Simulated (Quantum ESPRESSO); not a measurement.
# Mo(100), 5 layers: vacuum convergence, part 2 of 3

Aim: how far one choice must go before the vacuum level and the energy of Mo(100), 5 layers stand still, and what it costs.

Quantum ESPRESSO 7.5; plane-wave DFT, PBE, SSSP efficiency pseudopotentials.

So far. Step 2 (Self-consistent run: 24 Å of vacuum): The run needed 25 iterations to bring the estimated error under 1e-07 Ry; the largest force on any atom, held or free, is 1.35 eV/Å. Step 3 (Electrostatic potential): Inside the slab this potential holds the local part of the pseudopotentials, which can be repulsive at the nuclei; only its value in the vacuum has a meaning of its own.

**4. Self-consistent run: 18 Å of vacuum**

The input, c2.in:

```
&control
  prefix = 'c2'
  outdir = './out'
  pseudo_dir = './pseudo'
  calculation = 'scf'
  tprnfor = .true.
/
&system
  ibrav = 0
  nat = 5
  ntyp = 1
  ecutwfc = 45
  ecutrho = 360
  occupations = 'smearing'
  smearing = 'mv'
  degauss = 0.02
/
&electrons
  conv_thr = 1e-07
  mixing_beta = 0.4
  electron_maxstep = 120
  mixing_mode = 'local-TF'
/
ATOMIC_SPECIES
  Mo  95.9500  Mo_ONCV_PBE-1.0.oncvpsp.upf
CELL_PARAMETERS angstrom
  3.15000000000000 0.00000000000000 0.00000000000000
  0.00000000000000 3.15000000000000 0.00000000000000
  0.00000000000000 0.00000000000000 24.30000000000000
ATOMIC_POSITIONS crystal
  Mo  0.000000000000 0.000000000000 0.370370370370
  Mo  0.500000000000 0.500000000000 0.435185185185
  Mo  0.000000000000 0.000000000000 0.500000000000
  Mo  0.500000000000 0.500000000000 0.564814814815
  Mo  0.000000000000 0.000000000000 0.629629629630
K_POINTS automatic
  8 8 1 0 0 0
```

Run with:

```bash
> OMP_NUM_THREADS=1 mpirun -n 4 pw.x -nk 4 -in c2.in > c2.out
```

Output:

```text
[banner, memory and clock lines left out]
Program PWSCF v.7.5 starts
[...]
Message from routine setup:
[...]
Message from routine setup:
[...]
number of electrons       =        70.00
     number of Kohn-Sham states=           42
     kinetic-energy cutoff     =      45.0000  Ry
     charge density cutoff     =     360.0000  Ry
[...]
number of k points=    15  Marzari-Vanderbilt smearing, width (Ry)=  0.0200
[...]
Dense  grid:   187377 G-vectors     FFT dimensions: (  36,  36, 288)
[...]
negative rho (up, down):  2.465E-06 0.000E+00
     Starting wfcs are   50 randomized atomic wfcs
[...]
estimated scf accuracy    <       4.13606786 Ry
[...]
estimated scf accuracy    <       1.10370209 Ry
[...]
estimated scf accuracy    <       0.32677665 Ry
[...]
estimated scf accuracy    <       0.05599053 Ry
[...]
estimated scf accuracy    <       0.06058301 Ry
[...]
estimated scf accuracy    <       0.05814423 Ry
[...]
estimated scf accuracy    <       0.06121340 Ry
[...]
negative rho (up, down):  5.962E-03 0.000E+00
[...]
estimated scf accuracy    <       0.03605572 Ry
[...]
negative rho (up, down):  7.846E-03 0.000E+00
[...]
estimated scf accuracy    <       0.00742768 Ry
[...]
negative rho (up, down):  1.766E-02 0.000E+00
[...]
estimated scf accuracy    <       0.03837464 Ry
[...]
negative rho (up, down):  9.107E-03 0.000E+00
[...]
estimated scf accuracy    <       0.00711179 Ry
[...]
negative rho (up, down):  1.583E-02 0.000E+00
[...]
estimated scf accuracy    <       0.00961904 Ry
[...]
negative rho (up, down):  7.924E-03 0.000E+00
[...]
estimated scf accuracy    <       0.00065726 Ry
[...]
negative rho (up, down):  1.647E-03 0.000E+00
[...]
estimated scf accuracy    <       0.00243750 Ry
[...]
negative rho (up, down):  1.432E-03 0.000E+00
[...]
estimated scf accuracy    <       0.00097498 Ry
[...]
negative rho (up, down):  3.962E-04 0.000E+00
[...]
estimated scf accuracy    <       0.00003002 Ry
[...]
negative rho (up, down):  1.490E-05 0.000E+00
[...]
estimated scf accuracy    <       0.00008091 Ry
[...]
negative rho (up, down):  5.661E-06 0.000E+00
[...]
estimated scf accuracy    <       0.00000054 Ry
[...]
the Fermi energy is     4.3083 ev
!    total energy              =    -685.40814959 Ry
     estimated scf accuracy    <       0.00000006 Ry
     smearing contrib. (-TS)   =      -0.00328118 Ry
     internal energy E=F+TS    =    -685.40486841 Ry
[...]
one-electron contribution =   -6222.37053133 Ry
     hartree contribution      =    3109.32696854 Ry
     xc contribution           =     -77.80597282 Ry
     ewald contribution        =    2505.44466720 Ry
     convergence has been achieved in  19 iterations
[...]
Total force =     0.103349     Total SCF correction =     0.001101
[...]
```

The job ended after 20 s (4 MPI ranks of AMD EPYC 9R45, shared host; peak memory 0.66 GiB; 79 s of CPU time).

This step gave:

* free energy: -9325.4529 eV
* Fermi energy: 4.308 eV

The program's own clock; routines nest. Time by routine:

| routine | wall time (s) | calls |
| --- | --- | --- |
| PWSCF | 19.41 | 1 |
| electrons | 17.43 | 1 |
| c_bands | 12.47 | 19 |
| cegterg | 10.55 | 76 |
| h_psi | 7.42 | 404 |
| fftw | 5.39 | 19194 |
| vloc_psi | 5.18 | 404 |
| mix_rho | 1.84 | 19 |
| init_run | 1.78 | 1 |
| v_of_rho | 1.41 | 20 |
| sum_band | 1.4 | 19 |
| calbec | 1.19 | 420 |
| fft | 1.13 | 239 |
| h_psi:calbec | 1.11 | 404 |

**5. Electrostatic potential**

The input, c2.pot.in:

```
&inputpp
  prefix = 'c2'
  outdir = './out'
  filplot = 'c2.pot.dat'
  plot_num = 11
/
```

Run with:

```bash
> OMP_NUM_THREADS=1 mpirun -n 4 pp.x -in c2.pot.in > c2.pot.out
```

Run time: 1.3 s. Hardware: 4 MPI ranks; peak memory 0.12 GiB.

Numbers from this step:

- potential in the middle of the vacuum, over the Fermi level: 3.916 eV

Counted from each run's own zero (the Fermi level), the vacuum level differs from the first run's by -1 meV.

**6. Self-consistent run: 14 Å of vacuum**

The input, c4.in:

```
&control
  prefix = 'c4'
  outdir = './out'
  pseudo_dir = './pseudo'
  calculation = 'scf'
  tprnfor = .true.
/
&system
  ibrav = 0
  nat = 5
  ntyp = 1
  ecutwfc = 45
  ecutrho = 360
  occupations = 'smearing'
  smearing = 'mv'
  degauss = 0.02
/
&electrons
  conv_thr = 1e-07
  mixing_beta = 0.4
  electron_maxstep = 120
  mixing_mode = 'local-TF'
/
ATOMIC_SPECIES
  Mo  95.9500  Mo_ONCV_PBE-1.0.oncvpsp.upf
CELL_PARAMETERS angstrom
  3.15000000000000 0.00000000000000 0.00000000000000
  0.00000000000000 3.15000000000000 0.00000000000000
  0.00000000000000 0.00000000000000 20.30000000000000
ATOMIC_POSITIONS crystal
  Mo  0.000000000000 0.000000000000 0.344827586207
  Mo  0.500000000000 0.500000000000 0.422413793103
  Mo  0.000000000000 0.000000000000 0.500000000000
  Mo  0.500000000000 0.500000000000 0.577586206897
  Mo  0.000000000000 0.000000000000 0.655172413793
K_POINTS automatic
  8 8 1 0 0 0
```

Run with:

```bash
> OMP_NUM_THREADS=1 mpirun -n 4 pw.x -nk 4 -in c4.in > c4.out
```

Output:

```text
[banner, memory and clock lines left out]
Program PWSCF v.7.5 starts
[...]
Message from routine setup:
[...]
Message from routine setup:
[...]
number of electrons       =        70.00
     number of Kohn-Sham states=           42
     kinetic-energy cutoff     =      45.0000  Ry
     charge density cutoff     =     360.0000  Ry
[...]
number of k points=    15  Marzari-Vanderbilt smearing, width (Ry)=  0.0200
[...]
Dense  grid:   156691 G-vectors     FFT dimensions: (  36,  36, 240)
[...]
negative rho (up, down):  1.875E-06 0.000E+00
     Starting wfcs are   50 randomized atomic wfcs
[...]
estimated scf accuracy    <       4.13223919 Ry
[...]
estimated scf accuracy    <       1.15173026 Ry
[...]
estimated scf accuracy    <       0.33393523 Ry
[...]
estimated scf accuracy    <       0.08588925 Ry
[...]
estimated scf accuracy    <       0.18874722 Ry
[...]
estimated scf accuracy    <       0.40469816 Ry
[...]
estimated scf accuracy    <       0.11184269 Ry
[...]
negative rho (up, down):  1.001E-03 0.000E+00
[...]
estimated scf accuracy    <       0.06437760 Ry
[...]
negative rho (up, down):  1.688E-03 0.000E+00
[...]
estimated scf accuracy    <       0.00936298 Ry
[...]
negative rho (up, down):  5.870E-03 0.000E+00
[...]
estimated scf accuracy    <       0.01541045 Ry
[...]
negative rho (up, down):  4.109E-03 0.000E+00
[...]
estimated scf accuracy    <       0.00451296 Ry
[...]
negative rho (up, down):  9.587E-04 0.000E+00
[...]
estimated scf accuracy    <       0.00065446 Ry
[...]
negative rho (up, down):  9.501E-05 0.000E+00
[...]
estimated scf accuracy    <       0.00007554 Ry
[...]
negative rho (up, down):  9.792E-05 0.000E+00
[...]
estimated scf accuracy    <       0.00032314 Ry
[...]
negative rho (up, down):  4.115E-05 0.000E+00
[...]
estimated scf accuracy    <       0.00005422 Ry
[...]
estimated scf accuracy    <       0.00001467 Ry
[...]
negative rho (up, down):  1.200E-05 0.000E+00
[...]
estimated scf accuracy    <       0.00000095 Ry
[...]
the Fermi energy is     5.9276 ev
!    total energy              =    -685.40815016 Ry
     estimated scf accuracy    <       0.00000004 Ry
     smearing contrib. (-TS)   =      -0.00327976 Ry
     internal energy E=F+TS    =    -685.40487040 Ry
[...]
one-electron contribution =   -4305.67208794 Ry
     hartree contribution      =    2155.14227593 Ry
     xc contribution           =     -77.80607554 Ry
     ewald contribution        =    1542.93101715 Ry
     convergence has been achieved in  18 iterations
[...]
Total force =     0.103342     Total SCF correction =     0.001153
[...]
```

Wall time 16 s (4 MPI ranks); peak memory 0.64 GiB; 65 s of CPU time.

This step gave:

```
free energy  : -9325.4530 eV
Fermi energy : 5.928 eV
```

The program's own clock; routines nest. Time by routine:

```
  routine  wall time (s)  calls
    PWSCF          15.81      1
electrons          13.69      1
  c_bands           9.57     18
  cegterg           8.21     72
    h_psi           6.05    356
     fftw           4.58  17638
 vloc_psi           4.37    356
 init_run           1.96      1
  mix_rho           1.61     18
 v_of_rho           1.19     19
 sum_band           1.14     18
     ffts           1.14   1618
      fft           0.98    227
   calbec           0.89    372
```

**7. Potential by pp.x**

The input, c4.pot.in:

```
&inputpp
  prefix = 'c4'
  outdir = './out'
  filplot = 'c4.pot.dat'
  plot_num = 11
/
```

Run with:

```bash
> OMP_NUM_THREADS=1 mpirun -n 4 pp.x -in c4.pot.in > c4.pot.out
```

Elapsed: 1.3 s, on 4 MPI ranks; peak memory 0.13 GiB; 4.4 s of CPU time.

Read from the output:

- potential in the middle of the vacuum, over the Fermi level: 3.919 eV

Counted from each run's own zero (the Fermi level), the vacuum level differs from the first run's by +1 meV.

**8. Ground state: 12 Å of vacuum**

The input, c6.in:

```
&control
  prefix = 'c6'
  outdir = './out'
  pseudo_dir = './pseudo'
  calculation = 'scf'
  tprnfor = .true.
/
&system
  ibrav = 0
  nat = 5
  ntyp = 1
  ecutwfc = 45
  ecutrho = 360
  occupations = 'smearing'
  smearing = 'mv'
  degauss = 0.02
/
&electrons
  conv_thr = 1e-07
  mixing_beta = 0.4
  electron_maxstep = 120
  mixing_mode = 'local-TF'
/
ATOMIC_SPECIES
  Mo  95.9500  Mo_ONCV_PBE-1.0.oncvpsp.upf
CELL_PARAMETERS angstrom
  3.15000000000000 0.00000000000000 0.00000000000000
  0.00000000000000 3.15000000000000 0.00000000000000
  0.00000000000000 0.00000000000000 18.30000000000000
ATOMIC_POSITIONS crystal
  Mo  0.000000000000 0.000000000000 0.327868852459
  Mo  0.500000000000 0.500000000000 0.413934426230
  Mo  0.000000000000 0.000000000000 0.500000000000
  Mo  0.500000000000 0.500000000000 0.586065573770
  Mo  0.000000000000 0.000000000000 0.672131147541
K_POINTS automatic
  8 8 1 0 0 0
```

Run with:

```bash
> OMP_NUM_THREADS=1 mpirun -n 4 pw.x -nk 4 -in c6.in > c6.out
```

Output:

```text
[banner, memory and clock lines left out]
Program PWSCF v.7.5 starts
[...]
Message from routine setup:
[...]
Message from routine setup:
[...]
number of electrons       =        70.00
     number of Kohn-Sham states=           42
     kinetic-energy cutoff     =      45.0000  Ry
     charge density cutoff     =     360.0000  Ry
[...]
number of k points=    15  Marzari-Vanderbilt smearing, width (Ry)=  0.0200
[...]
Dense  grid:   141181 G-vectors     FFT dimensions: (  36,  36, 216)
[...]
negative rho (up, down):  1.407E-06 0.000E+00
     Starting wfcs are   50 randomized atomic wfcs
[...]
estimated scf accuracy    <       4.14365623 Ry
[...]
estimated scf accuracy    <       1.14152444 Ry
[...]
estimated scf accuracy    <       0.33345810 Ry
[...]
estimated scf accuracy    <       0.08855961 Ry
[...]
estimated scf accuracy    <       0.20349394 Ry
[...]
estimated scf accuracy    <       0.39477074 Ry
[...]
estimated scf accuracy    <       0.08995531 Ry
[...]
estimated scf accuracy    <       0.04051845 Ry
[...]
estimated scf accuracy    <       0.02567890 Ry
[...]
negative rho (up, down):  2.981E-04 0.000E+00
[...]
estimated scf accuracy    <       0.01180181 Ry
[...]
negative rho (up, down):  1.345E-04 0.000E+00
[...]
estimated scf accuracy    <       0.00246389 Ry
[...]
estimated scf accuracy    <       0.00012848 Ry
[...]
estimated scf accuracy    <       0.00025992 Ry
[...]
estimated scf accuracy    <       0.00005915 Ry
[...]
estimated scf accuracy    <       0.00002191 Ry
[...]
estimated scf accuracy    <       0.00002452 Ry
[...]
estimated scf accuracy    <       0.00000381 Ry
[...]
the Fermi energy is     7.0035 ev
!    total energy              =    -685.40815384 Ry
     estimated scf accuracy    <       0.00000003 Ry
     smearing contrib. (-TS)   =      -0.00328064 Ry
     internal energy E=F+TS    =    -685.40487320 Ry
[...]
one-electron contribution =   -3392.01472509 Ry
     hartree contribution      =    1701.08424509 Ry
     xc contribution           =     -77.80591595 Ry
     ewald contribution        =    1083.33152274 Ry
     convergence has been achieved in  18 iterations
[...]
Total force =     0.103303     Total SCF correction =     0.000835
[...]
```

Run time: 14 s. Hardware: 4 MPI ranks; peak memory 0.54 GiB; 53 s of CPU time.

Numbers from this step:

* Fermi energy: 7.003 eV

The program's own clock; routines nest. Time by routine:

| routine | wall time (s) | calls |
| --- | --- | --- |
| PWSCF | 12.9 | 1 |
| electrons | 11.52 | 1 |
| c_bands | 8.18 | 18 |
| cegterg | 6.88 | 72 |
| h_psi | 4.86 | 349 |
| fftw | 3.6 | 17358 |
| vloc_psi | 3.41 | 349 |
| init_run | 1.23 | 1 |
| mix_rho | 1.1 | 18 |
| v_of_rho | 1.02 | 19 |
| sum_band | 0.97 | 18 |
| calbec | 0.76 | 365 |
| fft | 0.76 | 227 |
| h_psi:calbec | 0.71 | 349 |

**9. Potential by pp.x**

The input, c6.pot.in:

```
&inputpp
  prefix = 'c6'
  outdir = './out'
  filplot = 'c6.pot.dat'
  plot_num = 11
/
```

Run with:

```bash
> OMP_NUM_THREADS=1 mpirun -n 4 pp.x -in c6.pot.in > c6.pot.out
```

The job ended after 1.2 s (4 MPI ranks; peak memory 0.13 GiB; 3.8 s of CPU time).

Counted from each run's own zero (the Fermi level), the vacuum level differs from the first run's by +1 meV.

**10. Self-consistent run: 10 Å of vacuum**

The input, c8.in:

```
&control
  prefix = 'c8'
  outdir = './out'
  pseudo_dir = './pseudo'
  calculation = 'scf'
  tprnfor = .true.
/
&system
  ibrav = 0
  nat = 5
  ntyp = 1
  ecutwfc = 45
  ecutrho = 360
  occupations = 'smearing'
  smearing = 'mv'
  degauss = 0.02
/
&electrons
  conv_thr = 1e-07
  mixing_beta = 0.4
  electron_maxstep = 120
  mixing_mode = 'local-TF'
/
ATOMIC_SPECIES
  Mo  95.9500  Mo_ONCV_PBE-1.0.oncvpsp.upf
CELL_PARAMETERS angstrom
  3.15000000000000 0.00000000000000 0.00000000000000
  0.00000000000000 3.15000000000000 0.00000000000000
  0.00000000000000 0.00000000000000 16.30000000000000
ATOMIC_POSITIONS crystal
  Mo  0.000000000000 0.000000000000 0.306748466258
  Mo  0.500000000000 0.500000000000 0.403374233129
  Mo  0.000000000000 0.000000000000 0.500000000000
  Mo  0.500000000000 0.500000000000 0.596625766871
  Mo  0.000000000000 0.000000000000 0.693251533742
K_POINTS automatic
  8 8 1 0 0 0
```

Run with:

```bash
> OMP_NUM_THREADS=1 mpirun -n 4 pw.x -nk 4 -in c8.in > c8.out
```

Output:

```text
[banner, memory and clock lines left out]
Program PWSCF v.7.5 starts
[...]
Message from routine setup:
[...]
Message from routine setup:
[...]
number of electrons       =        70.00
     number of Kohn-Sham states=           42
     kinetic-energy cutoff     =      45.0000  Ry
     charge density cutoff     =     360.0000  Ry
[...]
number of k points=    15  Marzari-Vanderbilt smearing, width (Ry)=  0.0200
[...]
Dense  grid:   125831 G-vectors     FFT dimensions: (  36,  36, 192)
[...]
negative rho (up, down):  5.938E-08 0.000E+00
     Starting wfcs are   50 randomized atomic wfcs
[...]
estimated scf accuracy    <       4.15382699 Ry
[...]
estimated scf accuracy    <       1.21692574 Ry
[...]
estimated scf accuracy    <       0.33917338 Ry
[...]
estimated scf accuracy    <       0.10525671 Ry
[...]
estimated scf accuracy    <       0.32276182 Ry
[...]
estimated scf accuracy    <       0.47570885 Ry
[...]
estimated scf accuracy    <       0.12620542 Ry
[...]
estimated scf accuracy    <       0.02636289 Ry
[...]
estimated scf accuracy    <       0.05127213 Ry
[...]
estimated scf accuracy    <       0.01934146 Ry
[...]
estimated scf accuracy    <       0.00013096 Ry
[...]
estimated scf accuracy    <       0.00179922 Ry
[...]
estimated scf accuracy    <       0.00002490 Ry
[...]
estimated scf accuracy    <       0.00003023 Ry
[...]
estimated scf accuracy    <       0.00000100 Ry
[...]
estimated scf accuracy    <       0.00000144 Ry
[...]
the Fermi energy is     8.3407 ev
!    total energy              =    -685.40818180 Ry
     estimated scf accuracy    <       0.00000004 Ry
     smearing contrib. (-TS)   =      -0.00326283 Ry
     internal energy E=F+TS    =    -685.40491896 Ry
[...]
one-electron contribution =   -2522.74785735 Ry
     hartree contribution      =    1269.89219540 Ry
     xc contribution           =     -77.80574939 Ry
     ewald contribution        =     645.25649238 Ry
     convergence has been achieved in  17 iterations
[...]
Total force =     0.103372     Total SCF correction =     0.001108
[...]
```

The job ended after 12 s (4 MPI ranks; peak memory 0.5 GiB; 48 s of CPU time).

Numbers from this step:

| Item | Value |
| --- | --- |
| free energy | -9325.4534 eV |
| Fermi energy | 8.341 eV |

[end of part 2 of 3]

[Logs are printed without paths, hosts, clocks, repeated set-up lines and the standing remarks that a program may print on its own settings, such as how far it seeks lower states.]

[Hosts, paths, dates, database ids (printed as entryN), source tags and the programs' standing remarks are cut or masked in the printed files.]

[Maps of the electrostatic potential energy from Ansatz leave out the sawtooth potential of an applied field or a dipole correction, so their vacuum need not be flat; planar profiles and work functions include it.]
